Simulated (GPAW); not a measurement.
# Screening of a field by a 7-layer slab of Mo(110), part 2 of 2

How does a 7-layer slab of Mo(110) screen a perpendicular field?

GPAW 26.7.0; GPAW, PAW setups; slab in vacuum, relaxation (the session's first sound run).

So far. Step 8 (Field on): The dipole is now 0.0713 e Å, against 0.0040 in the run without a field.

## (9) In a field

The input, run.py:

```python
import json
import numpy as np
from ase import Atoms
from gpaw import GPAW, PW
from gpaw.external import ConstantElectricField

slab = Atoms(
    ['Mo', 'Mo', 'Mo', 'Mo', 'Mo', 'Mo', 'Mo'],
    positions=[
        [0.00000, 0.00000, 7.00000],
        [2.22739, -0.00000, 9.22739],
        [0.00000, 0.00000, 11.45477],
        [2.22739, -0.00000, 13.69152],
        [-0.00000, 0.00000, 15.93202],
        [2.22739, -0.00000, 18.17988],
        [0.00000, -0.00000, 20.31777]],
    cell=[[2.22739, -1.575, 0.0], [2.22739, 1.575, 0.0], [0.0, 0.0, 27.36432]],
    pbc=[True, True, False])

slab.calc = GPAW(mode=PW(400), xc='PBE', kpts={'size': (12, 12, 1), 'gamma': True},
                 occupations={'name': 'fermi-dirac', 'width': 0.1}, nbands='160%',
                 convergence={'density': 1e-05}, maxiter=200,
                 poissonsolver={'dipolelayer': 'xy'},
                 external=ConstantElectricField(0.2, [0, 0, 1]),
                 symmetry={'tolerance': 1e-3}, txt='slab.txt')
result = {}
energy = slab.get_potential_energy()
fermi = slab.calc.get_fermi_level()
v = slab.calc.get_electrostatic_potential().mean((0, 1)) - fermi
n = slab.calc.get_pseudo_density().mean((0, 1))
L = slab.cell[2, 2]
z = np.arange(len(v)) * L / len(v)
low, high = slab.positions[:, 2].min(), slab.positions[:, 2].max()
below, above = np.interp([low - 4.8, high + 4.8], z, v)
slopes = [np.interp(x, z, np.gradient(v, z)) for x in (low - 4.8, high + 4.8)]
eps = np.array([[slab.calc.get_eigenvalues(k, s) for k in range(len(slab.calc.get_ibz_k_points()))]
                for s in range(slab.calc.get_number_of_spins())]) - fermi
top, bottom = eps[eps < 0].max(), eps[eps > 0].min()
dipole = slab.get_dipole_moment()[2]
print(f'energy {energy:.4f} eV, Fermi level {fermi:.4f} eV, dipole {dipole:.5f} e A')
print(f'potential 4.8 A off the faces, from the Fermi level: lower {below:.4f} eV, upper {above:.4f} eV')
print(f'slope of the potential there: lower {slopes[0]:.5f}, upper {slopes[1]:.5f} eV/A')
print(f'nearest levels on the mesh: {top:.4f} and {bottom:.4f} eV')
print('magnetic moment', round(slab.get_magnetic_moment(), 3))
result.update(energy=energy, fermi=fermi, dipole=dipole, below=below, above=above, slopes=slopes, edges=[top, bottom],
              z=z.tolist(), v=v.tolist(), n=n.tolist(), positions=slab.positions.tolist(),
              forces=slab.get_forces(apply_constraint=False).tolist(), moments=slab.get_magnetic_moments().tolist())
json.dump(result, open('result.json', 'w'))
```

Started as:

```
$ OMP_NUM_THREADS=1 OPENBLAS_NUM_THREADS=1 python run.py
```

Output:

```text
energy -76.2256 eV, Fermi level 5.8018 eV, dipole 0.13868 e A
potential 4.8 A off the faces, from the Fermi level: lower 6.3868 eV, upper 2.8108 eV
slope of the potential there: lower -0.00242, upper 0.00114 eV/A
nearest levels on the mesh: -0.0149 and 0.0102 eV
magnetic moment 0.0
```

Elapsed: 16 min, on 1 thread of Intel Xeon Platinum 8488C (Sapphire Rapids), shared host; peak memory 0.63 GiB.

The electrostatic potential energy of an electron (without an applied field's), less the Fermi level, planar mean oscillates, so the rows of the table below give means over windows of 2.24 Å about each position, cut where the curve ends. Its maxima inside the range that stand out by 2 % of the span (Å: eV): 0.5: 6.39, 8.1: -0.969, 10.4: -1.58, 12.6: -1.91, 14.9: -2.32, 17.1: -2.79, 19.2: -4.09. Its minima: 7.1: -26.5, 9.2: -27.6, 11.4: -28.0, 13.7: -28.5, 15.9: -28.9, 18.2: -29.5, 20.3: -29.5.

Electrostatic potential energy of an electron (without an applied field's), less the Fermi level, planar mean against z; means over each step:

```csv
z (Å),"electrostatic potential energy of an electron (without an applied field's), less the Fermi level, planar mean (eV)"
1.12,6.24
3.36,6.35
5.60,0.496
7.84,-12.3
10.08,-12.9
12.32,-13.2
14.56,-13.6
16.80,-14.0
19.04,-15.7
21.28,-8.65
23.52,2.74
25.76,2.81
```

The dipole is now 0.139 e Å, against 0.0040 in the run without a field.

## (10) Field on

Edit run.py of step 9 so:

```diff
@@ -23,3 +23,3 @@
                  poissonsolver={'dipolelayer': 'xy'},
-                 external=ConstantElectricField(0.2, [0, 0, 1]),
+                 external=ConstantElectricField(0.3, [0, 0, 1]),
                  symmetry={'tolerance': 1e-3}, txt='slab.txt')
```

Output:

```text
energy -76.2429 eV, Fermi level 5.7984 eV, dipole 0.20606 e A
potential 4.8 A off the faces, from the Fermi level: lower 7.2650 eV, upper 1.9516 eV
slope of the potential there: lower -0.00297, upper 0.00096 eV/A
nearest levels on the mesh: -0.0149 and 0.0102 eV
magnetic moment 0.0
```

Wall time 15 min (1 thread); peak memory 0.62 GiB.

The electrostatic potential energy of an electron (without an applied field's), less the Fermi level, planar mean oscillates, so the rows of the table below give means over windows of 2.24 Å about each position, cut where the curve ends. Its maxima inside the range that stand out by 2 % of the span (Å: eV): 0.5: 7.27, 8.1: -0.413, 10.4: -1.25, 12.6: -1.80, 14.9: -2.44, 17.1: -3.13, 19.2: -4.64. Its minima: 7.1: -25.9, 9.2: -27.2, 11.4: -27.8, 13.7: -28.5, 15.9: -29.2, 18.2: -30.0, 20.3: -30.1.

Electrostatic potential energy of an electron (without an applied field's), less the Fermi level, planar mean against z; means over each step:

```csv
z (Å),"electrostatic potential energy of an electron (without an applied field's), less the Fermi level, planar mean (eV)"
1.12,7.04
3.36,7.23
5.60,1.30
7.84,-11.7
10.08,-12.6
12.32,-13.0
14.56,-13.7
16.80,-14.3
19.04,-16.2
21.28,-9.40
23.52,1.88
25.76,1.95
```

The dipole is now 0.206 e Å, against 0.0040 in the run without a field.

## (11) The series

The members are put on one axis.

This step: induced dipole against applied field (GPAW 26.7.0).

Table of dipole along the normal by field:

```csv
field (V/Å),dipole along the normal (e·Å)
-0.200,-0.131
-0.100,-0.0634
-0.050,-0.0296
0.000,0.00396
0.050,0.0376
0.100,0.0713
0.200,0.139
0.300,0.206
```

## (12) Summary of results

| Property | Result |
| --- | --- |
| work function, upper and lower face | 4.537 and 4.639 eV |
| dipole along the normal | 0.00396 e Å |
| induced dipole per field | 0.674 e Å per V/Å |
| out-of-plane polarisability per area, α/(ε0 A) | 17.4 Å |

The field induces 0.674 e Å per V/Å, a polarisable thickness α/(ε0 A) of 17.4 Å beside 13.3 Å between the outermost nuclei. A perfect conductor would give the distance between its two image planes; a dielectric of thickness t gives t(1 - 1/ε). The two faces differ by 0.10 eV, the step that the slab's dipole makes (e p/(ε0 A) gives 0.10 eV), so the dipole layer is needed. The lowest atoms were held at bulk positions, which alone makes the faces unlike. The measured value for this face is 4.95 eV (as compiled in "Anisotropic work function of elemental crystals", 2019, arxiv:1902.07811); the relaxed upper face lies 0.41 eV under it with PBE. Measured work functions scatter by a tenth of an eV or more between methods. The induced dipole is linear in the field over this range. The in-plane lattice was kept as typed, which isn't the functional's own and leaves some strain; spin-orbit coupling and temperature are left out.

[Logs are printed without paths, hosts, clocks, repeated set-up lines and the standing remarks that a program may print on its own settings, such as how far it seeks lower states.]

[Hosts, paths, dates, database ids (printed as entryN), source tags and the programs' standing remarks are cut or masked in the printed files.]
